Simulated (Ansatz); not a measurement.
# LiF (Griceite): given cell or relaxed cell?

How far does the choice of cell move the gap? The case is LiF (Griceite).

Program: Ansatz 0.2.0. Level of theory: PBE, HSE06 and G0W0, plane waves, PAW. Values are calculated unless marked as measured.

### Step 1. The starting structure

The structure is cubic, space group Fm-3m (No. 225). Conventional cell: a = 4.028 Å, b = 4.028 Å, c = 4.028 Å, α = 90.00°, β = 90.00°, γ = 90.00°. Li has 6 F at 2.01 Å nearest. F has 6 Li at 2.01 Å nearest. Farther neighbours, and contacts between anions beyond the nearest, are not listed.

The cell and positions come from the Crystallography Open Database and are kept as given unless a step says otherwise. The runs that relaxed it are not among those shown.

### Step 2. PBE bands at the given cell

Levels along a band path, at the cheap level, show where the edges lie and whether the meshes to come will hold them.

This step: DFT, PBE, plane waves, PAW; PAW set soft_1.

Contents of input.yaml:

```yaml
crystal:
  lattice:
    - [0.0, 2.014, 2.014]
    - [2.014, 0.0, 2.014]
    - [2.014, 2.014, 0.0]
  atoms:
    - { symbol: Li, position: [0.0, 0.0, 0.0] }
    - { symbol: F, position: [0.5, 0.5, 0.5] }
kpoints:
  mp_grid: { grid: [10, 10, 10] }
  band_path:
    path:
      - [[0.0, 0.0, 0.0], [0.5, 0.0, 0.5], [0.625, 0.25, 0.625]]
      - [[0.375, 0.375, 0.75], [0.0, 0.0, 0.0], [0.5, 0.5, 0.5], [0.5, 0.25, 0.75], [0.5, 0.0, 0.5]]
    npoints: 10
hamiltonian:
  xc: pbe
  pseudopotentials: { kind: paw, azcp: { folder: soft_1 } }
scf:
  occupations: { method: fermi_dirac, width: 0.02 }
  n_extra_bands: 4
output:
  eigenvalues: true
  write_density: true
  write_potential: true
  elf: true
  volumetric_format: npy
```

Started as:

```bash
$ ansatz run input.yaml --threads 3 --pin off --max-ram 92160MiB --backend cuda --events-out ev --progress --plain --runs-dir out --devices 1 --max-vram 13GiB
```

The log of the run:

```text
scf.n_extra_bands = 4 over 5 filled bands (N_el = 10.0): the run solves 9 bands
GPUs: using 1 of 1 available (devices: 1).
Engine: ansatz 0.2.0, x86_64-unknown-linux-gnu
Pseudopotentials: kind: paw
Pseudopotential: Li, paw, valence charge 3, recommended cutoff 420 eV (normal), soft_1/Li.paw.azcp
Pseudopotential: F, paw, valence charge 7, recommended cutoff 420 eV (normal), soft_1/F.paw.azcp
Functional definition: PBE
  parameter kappa = 0.804
  parameter beta = 0.066725
  exchange = pbe_x(kappa = kappa, mu = beta*pi^2/3)
  correlation = pbe_c(beta = beta)
device memory: the entry about to start is reckoned to put 0.9 GiB on a device that reports 56.1 GiB free (of which the cap on the GPU budget leaves the run 13.0 GiB)
GPU FFT provider: cuFFT
GPU libraries: cuBLAS 13.8.2, cuFFT 12.4.0, cuSOLVER 12.3.4
Crystal: 2 atoms, lattice volume = 16.338 Å³
Basis set: ecut = 420 eV, 331 PW (Γ)
Bands: 9, of which v1, the nominal top of the filled ones, is band 5 counted from 1 (4 counted from 0)
Symmetry: 48 space group operations
Space group: Fm-3m (ITA 225), of the structure as read, at distance tolerance 2.5e-5 Å
k-points: 47 of 1000
Non-local potential: Li, projectors of the file, l = 0: 3, l = 1: 2, l = 2: 1
Non-local potential: F, projectors of the file, l = 0: 2, l = 1: 2, l = 2: 1
PAW form: soft (Blöchl's): semilocal exchange-correlation on the pseudo side does not see the compensation charge
PAW one-centre angular grid: Li, 110 points (default); XC on 96 Gauss nodes
PAW one-centre angular grid: F, 110 points (default); XC on 64 Gauss nodes
Initial density: superposition of atomic densities (chi_scale 0.1, normalization cell, long waves kept (reshape's long-wave potential 0.00 eV rms))
Initial wavefunctions: pseudopotential atomic-orbital guess
GPU buffer pool allocated for 8000 grid points (all kernels)
GPU transforms: local potential and band sums: pruned to the plane-wave sphere, on 18×20×20
Functional: x = pbe(κ = 0.804, μ = 0.219515), c = pbe(β = 0.066725)
SCF iter   1: F=—  HF=-1016.037690 eV  |F-HF|=—  |Δ(HF+E_count)|=         —  Δρ=5.95e-2  dr2=3.05e-1  ethr=3.10e-3  ⟨swp⟩=4.7  Hψ=2647  notcnv=0
preconditioner: auto → none  [insulator: Δε(μ)=8.253 eV  Ē_g=21.871 eV  σ=0.020 eV  W_gap=1.00  n_scr=0 (ndim 8)  ℏωp=26.0 eV  f_vac=0.000  D(μ)=0.00/eV (n_scr^D=0)  ε∞_Penn≈2.4]
SCF iter   2: F=—  HF=-1016.139246 eV  |F-HF|=—  |Δ(HF+E_count)|=   1.02e-1  Δρ=3.22e-2  dr2=8.40e-2  ethr=3.05e-3  ⟨swp⟩=2.0  Hψ=987  notcnv=0
SCF iter   3: F=—  HF=-1016.174665 eV  |F-HF|=—  |Δ(HF+E_count)|=   3.54e-2  Δρ=1.64e-2  dr2=2.14e-2  ethr=8.40e-4  ⟨swp⟩=2.0  Hψ=785  notcnv=0
SCF iter   4: F=—  HF=-1016.173114 eV  |F-HF|=—  |Δ(HF+E_count)|=   1.55e-3  Δρ=1.37e-3  dr2=1.27e-4  ethr=2.14e-4  ⟨swp⟩=2.7  Hψ=751  notcnv=0
SCF iter   5: F=—  HF=-1016.173280 eV  |F-HF|=—  |Δ(HF+E_count)|=   1.66e-4  Δρ=2.68e-4  dr2=7.88e-6  ethr=1.27e-6  ⟨swp⟩=2.3  Hψ=794  notcnv=0
SCF iter   6: F=—  HF=-1016.173307 eV  |F-HF|=—  |Δ(HF+E_count)|=   2.66e-5  Δρ=1.21e-5  dr2=1.35e-8  ethr=1.00e-9  ⟨swp⟩=1.7  Hψ=1237  notcnv=0
SCF iter   7: F=-1016.173307 eV  HF=-1016.173307 eV  |F-HF|=5.19e-10  |Δ(HF+E_count)|=   2.06e-8  Δρ=1.94e-6  dr2=2.00e-10  ethr=1.35e-10  ⟨swp⟩=1.0  Hψ=1269  notcnv=0
SCF 1 converged in 7 iterations: F = -1016.173307 eV  dr2 = 2.00e-10
[...]
device memory: the entry about to start is reckoned to put 0.5 GiB on a device that reports 55.6 GiB free (of which the cap on the GPU budget leaves the run 13.0 GiB)
NSCF: frozen V_eff on 62 k-points, pencils in batches of 32, up to order 44
SCF converged after 7 iterations
Free energy (F): -1016.173307 eV
Harris-Foulkes:  -1016.173307 eV  (|F-HF|=5.19e-10)
Internal energy: -1016.173307 eV  (E = F + TS)
E sigma→0 (E₀):  -1016.173307 eV
Fermi energy:    5.540077 eV
--- Per-component energies (eV) ---
  E_band       = -118.047235
  E_kinetic    = 216.241074
  E_local      = -653.589067  (includes V_loc(G=0)·N_el)
  E_nonlocal   = 67.725506
  E_hartree    = 227.143303
  E_xc         = -87.225473
  E_vxc        = -111.959341  (∫ρ·V_xc dr)
  E_paw        = -229.339990  (= ΣΔE_a)
  E_vpaw       = -90.753159  (= ΣTr[D̂ρ^β])
  E_aug_tail   = 0.001026  (compensation charges beyond the density's cutoff)
  E_ewald      = -557.129686
  E_smearing   = -0.000000  (= −TS)
  E_closure    = 0.000000  (closes the sum)
  Σ components = -1016.173307   (vs F -1016.173307, Δ=0.00e0)
--- Band table (eV; the first three rows and the last of 47) ---
  k-point 0: bands = ["-39.9287", "-19.0021", "0.9617", "0.9617", "0.9617", "10.0567", "24.9216", "24.9216", "24.9216"]
  k-point 1: bands = ["-39.9231", "-18.9636", "0.6743", "0.9391", "0.9391", "10.3498", "22.2499", "23.6753", "23.6753"]
  k-point 2: bands = ["-39.9085", "-18.8603", "-0.0146", "0.8812", "0.8812", "11.0035", "19.7882", "22.1886", "22.1886"]
  k-point 46: bands = ["-39.8544", "-18.3310", "-1.4071", "-0.7933", "0.1487", "15.9078", "16.2295", "18.4145", "20.3178"]
```

It took 4.8 s on 1 × NVIDIA H100 80GB HBM3 (shared by 6 runs) with 3 threads of AMD EPYC 7R13 (Zen 3), shared host; peak memory 0.89 GiB.

Read from the output:

```
filled bands         : 5
gap                  : 9.094 eV
valence top at       : k = (0.075, 0.075, 0.150)
conduction bottom at : Γ
least direct gap     : 9.095 eV
```

The gap is indirect, with the least direct gap 0.001 eV higher.

### Step 3. The relaxed cell

Cell and ions were relaxed with PBE; that run is not shown. It left this cell:

Symmetry: Fm-3m, No. 225, cubic system. The conventional cell has a = 4.067 Å, b = 4.067 Å, c = 4.067 Å, α = 90.00°, β = 90.00°, γ = 90.00°. Nearest to Li lie 6 F at 2.03 Å. F has 6 Li at 2.03 Å nearest. Farther neighbours, and contacts between anions beyond the nearest, are not listed.

### Step 4. PBE at the relaxed cell

The cell differs from the one that the last finished run ended in (a 2.848 → 2.876 Å, b 2.848 → 2.876 Å, c 2.848 → 2.876 Å).

input.yaml, the sections that differ from step 2:

```yaml
crystal:
  lattice:
    - [0.0, 2.0333784114, 2.0333784114]
    - [2.0333784114, 0.0, 2.0333784114]
    - [2.0333784114, 2.0333784114, 0.0]
  atoms:
    - { symbol: Li, position: [0.0, 0.0, 0.0] }
    - { symbol: F, position: [0.5, 0.5, 0.5] }
output:
  eigenvalues: true
# kpoints, hamiltonian, scf: as in step 2
```

The log of the run:

```text
[...]
GPUs: using 1 of 1 available (devices: 1).
[...]
GPU FFT provider: cuFFT
GPU libraries: cuBLAS 13.8.2, cuFFT 12.4.0, cuSOLVER 12.3.4
Crystal: 2 atoms, lattice volume = 16.815 Å³
Basis set: ecut = 420 eV, 331 PW (Γ)
Bands: 9, of which v1, the nominal top of the filled ones, is band 5 counted from 1 (4 counted from 0)
[... 1 set-up line as in the run before ...]
[...]
k-points: 47 of 1000
[...]
SCF 1 converged in 7 iterations: F = -1016.176312 eV  dr2 = 1.86e-10
[...]
NSCF: frozen V_eff on 62 k-points, pencils in batches of 32, up to order 44
SCF converged after 7 iterations
Free energy (F): -1016.176312 eV
[...]
Internal energy: -1016.176312 eV  (E = F + TS)
E sigma→0 (E₀):  -1016.176312 eV
Fermi energy:    5.188680 eV
[...]
--- Band table (eV; the first three rows and the last of 47) ---
[...]
```

It took 7.6 s on 1 × NVIDIA H100 80GB HBM3 (shared by 6 runs) with 3 threads; peak memory 0.85 GiB; 4.8 s of CPU time.

Read from the output:

- gap: 8.843 eV
- valence top at: k = (0.075, 0.075, 0.150)
- conduction bottom at: Γ
- least direct gap: 8.844 eV

The gap is indirect, with the least direct gap 0.001 eV higher.

### Step 5. HSE06 at the relaxed cell

The screened hybrid is the usual rung above semilocal functionals: a quarter of exact exchange, cut off beyond a few ångström.

This step: DFT, HSE06, plane waves, PAW; PAW set soft_1.

input.yaml, the sections that differ from step 4:

```yaml
kpoints:
  mp_grid: { grid: [6, 6, 6] }
  band_path:
    path:
      - [0.0, 0.0, 0.0]
      - [0.5, 0.0, 0.5]
      - [0.625, 0.25, 0.625]
      - [0.375, 0.375, 0.75]
      - [0.5, 0.5, 0.5]
      - [0.5, 0.25, 0.75]
      - [0.075, 0.075, 0.15]
    npoints: 1
hamiltonian:
  xc: hse06
  pseudopotentials: { kind: paw, azcp: { folder: soft_1 } }
scf:
  occupations: { method: fixed }
  n_extra_bands: 4
# crystal, output: as in step 4
```

The log of the run:

```text
[...]
GPUs: using 1 of 1 available (devices: 1).
[...]
davidson cushion auto → on  (no smearing: the cushion is to keep the highest requested band from converging to the state above it; pin scf.eigensolver.cushion to override)
[...]
GPU FFT provider: cuFFT
GPU libraries: cuBLAS 13.8.2, cuFFT 12.4.0, cuSOLVER 12.3.4
Crystal: 2 atoms, lattice volume = 16.815 Å³
Basis set: ecut = 420 eV, 331 PW (Γ)
[...]
Stability not checked: this state was not tested for a lower state beside it, because the functional holds exact exchange (a hybrid, or Hartree-Fock), whose exchange loop this test does not read (fock_operator; see scf.lower_state_search)
Free energy (F): -1016.114092 eV
Frozen-core exchange: fock
[...]
Internal energy: -1016.114092 eV  (E = F + TS)
E sigma→0 (E₀):  -1016.114092 eV
Fermi energy:    -0.975786 eV
[...]
--- Band table (eV; the first three rows and the last of 16) ---
[...]
```

Run time: 15 s. Hardware: 1 × NVIDIA H100 80GB HBM3 (shared by 6 runs) with 3 threads; peak memory 1 GiB.

Read from the output:

```
gap                  : 11.13 eV
valence top at       : Γ
conduction bottom at : Γ
least direct gap     : 11.13 eV
```

The gap stands +2.29 eV against PBE, and the valence top moves to Γ.

### Step 6. G0W0 at the relaxed cell

Now the one-shot GW correction: screening in the RPA, then the self-energy of the levels asked for. This step takes PAW set soft_1 files.

This step: G0W0 on PBE, plane waves, PAW; PAW set soft_1.

Contents of input.yaml:

```yaml
crystal:
  lattice:
    - [0.0, 2.0333784114, 2.0333784114]
    - [2.0333784114, 0.0, 2.0333784114]
    - [2.0333784114, 2.0333784114, 0.0]
  atoms:
    - { symbol: Li, position: [0.0, 0.0, 0.0] }
    - { symbol: F, position: [0.5, 0.5, 0.5] }
kpoints:
  mp_grid: { grid: [6, 6, 6] }
hamiltonian:
  xc: pbe
  pseudopotentials: { kind: paw, azcp: { folder: soft_1 } }
scf:
  occupations: { method: fixed }
gw:
  n_empty_bands: 50
  ecut_chi: 120
  qp_bands: [v2, c2]
  qp_kpoints: band_edges
  screening: { model: contour_deformation }
```

The log of the run:

```text
GPUs: using 1 of 1 available (devices: 1).
[...]
GPU FFT provider: cuFFT
GPU libraries: cuBLAS 13.8.2, cuFFT 12.4.0, cuSOLVER 12.3.4
Crystal: 2 atoms, lattice volume = 16.815 Å³
Basis set: ecut = 420 eV, 331 PW (Γ)
Bands: 9, of which v1, the nominal top of the filled ones, is band 5 counted from 1 (4 counted from 0)
[... 1 set-up line as in the run before ...]
[...]
k-points: 16 of 216
[...]
1     7     20.0304    -3.8012    -3.9999    -9.5908  0.8649    21.8508    21.8201  root
[...]
14     4     -0.8542   -29.2707     5.1905   -21.2407  0.8148    -3.7677    -3.6937  root
    14     5      0.1356   -31.1586     5.2884   -23.2011  0.8157    -2.5931    -2.5335  root
    14     6     14.0872    -6.4741    -3.5048   -11.9416  0.8768    16.0711    16.0499  root
    14     7     15.8833    -7.4453    -3.6363   -13.2638  0.8647    18.0974    18.0656  root
[key lines of the parts left out:]
SCF converged after 6 iterations
Free energy (F): -1016.176314 eV
Fermi energy:    0.735358 eV
```

It took 12 s on 1 × NVIDIA H100 80GB HBM3 (shared by 6 runs) with 3 threads; peak memory 0.97 GiB; 18 s of CPU time.

This step gave:

```yaml
bands_summed: 55
rpa_eps_infinity_on_this_mesh_eigenvalues: 1.969, 1.969, 1.969
plane_waves_in_the_screening_matrix: 59
g0w0_gap_on_the_mesh: 12.92 eV
k_of_the_valence_top: 0, 0, 0
k_of_the_conduction_bottom: 0, 0, 0
starting_gap_on_the_mesh: 8.844 eV
least_direct_g0w0_gap_on_the_computed_points: 12.92 eV
```

The gap on the mesh goes from 8.84 eV to 12.92 eV, a correction of +4.08 eV. Between the two edge states, bare exchange in place of the xc potential would open the gap by 12.66 eV, and correlation takes back 8.58 eV.

### Step 7. G0W0 at the given cell

input.yaml, the sections that differ from step 6:

```yaml
crystal:
  lattice:
    - [0.0, 2.014, 2.014]
    - [2.014, 0.0, 2.014]
    - [2.014, 2.014, 0.0]
  atoms:
    - { symbol: Li, position: [0.0, 0.0, 0.0] }
    - { symbol: F, position: [0.5, 0.5, 0.5] }
gw:
  n_empty_bands: 48
  ecut_chi: 120
  qp_bands: [v2, c2]
  qp_kpoints: band_edges
  screening: { model: contour_deformation }
# kpoints, hamiltonian, scf: as in step 6
```

The log of the run:

```text
GPUs: using 1 of 1 available (devices: 1).
[...]
GPU FFT provider: cuFFT
GPU libraries: cuBLAS 13.8.2, cuFFT 12.4.0, cuSOLVER 12.3.4
Crystal: 2 atoms, lattice volume = 16.338 Å³
Basis set: ecut = 420 eV, 331 PW (Γ)
Bands: 9, of which v1, the nominal top of the filled ones, is band 5 counted from 1 (4 counted from 0)
[... 1 set-up line as in the run before ...]
[...]
k-points: 16 of 216
[...]
1     7     20.5107    -3.8717    -4.0330    -9.7158  0.8658    22.3507    22.3218  root
[...]
14     4     -0.6976   -29.3025     5.1929   -21.2520  0.8170    -3.6275    -3.5553  root
    14     5      0.3380   -31.2220     5.2897   -23.2516  0.8180    -2.4004    -2.3426  root
    14     6     14.5213    -6.5906    -3.5402   -12.1188  0.8776    16.5305    16.5094  root
    14     7     16.3508    -7.5207    -3.6745   -13.4076  0.8658    18.5947    18.5632  root
[key lines of the parts left out:]
SCF converged after 6 iterations
Free energy (F): -1016.173327 eV
Fermi energy:    0.961670 eV
```

Elapsed: 12 s, on 1 × NVIDIA H100 80GB HBM3 (shared by 6 runs) with 3 threads; peak memory 0.98 GiB; 10 s of CPU time.

Numbers from this step:

| Property | Result |
| --- | --- |
| bands summed | 53 |
| RPA ε∞ on this mesh (eigenvalues) | 1.977, 1.977, 1.977 |
| plane waves in the screening matrix | 59 |
| G0W0 gap on the mesh | 13.20 eV |
| k of the valence top | 0, 0, 0 |
| k of the conduction bottom | 0, 0, 0 |
| starting gap on the mesh | 9.095 eV |
| least direct G0W0 gap on the computed points | 13.20 eV |

The gap on the mesh goes from 9.09 eV to 13.20 eV, a correction of +4.11 eV. Between the two edge states, bare exchange in place of the xc potential would open the gap by 12.73 eV, and correlation takes back 8.63 eV.

### Step 8. Together

G0W0 rows are gaps on the mesh, lowered where the mesh misses an edge of the band path.

```
   level  given cell (eV)  relaxed cell (eV)  change (eV)
     PBE             9.09               8.84        −0.25
   HSE06                -              11.13            -
G0W0@PBE            13.20              12.92        −0.28
```

### Step 9. Results

- volume change: +2.9 %
- PBE, given cell: 9.09 eV
- PBE, relaxed cell: 8.84 eV
- HSE06, relaxed cell: 11.13 eV
- G0W0@PBE, relaxed cell: 12.92 eV
- G0W0@PBE, given cell: 13.20 eV
- known limits: short of the basis limit

**Reading.** Relaxation changes the volume by +2.9 % and the gap by −0.25 eV (PBE) and −0.28 eV (G0W0@PBE). Bands and cutoff are finite, so the gap stands short of the basis limit, usually by up to a few tenths of an eV; the mesh is an error of its own.

[Long decimals in the printed logs are rounded to 6 places.]

[Logs are printed without paths, hosts, clocks, repeated set-up lines and the standing remarks that a program may print on its own settings, such as how far it seeks lower states.]

[Paths, hosts, dates, memory and timing lines, banners, echoed tables and standing remarks are left out of the program output; an Ansatz launch command may be rebuilt from the run's recorded settings. Measured values are a selection of at most five: reports struck by readers or far from the other reports are left out. None is set beside runs whose start may be inverted or whose files or cutoffs have a known fault.]

[Runs of the session that timed out or met a known fault of the program may be left out.]

[Cells called generated may have been cut or substituted from an entry of the Crystallography Open Database or the Materials Project.]

[Hosts, paths, dates, database ids (printed as entryN), source tags and the programs' standing remarks are cut or masked in the printed files.]

[Where the starting crystal was built by hand or by swapping elements, it need not be the compound's stable phase.]
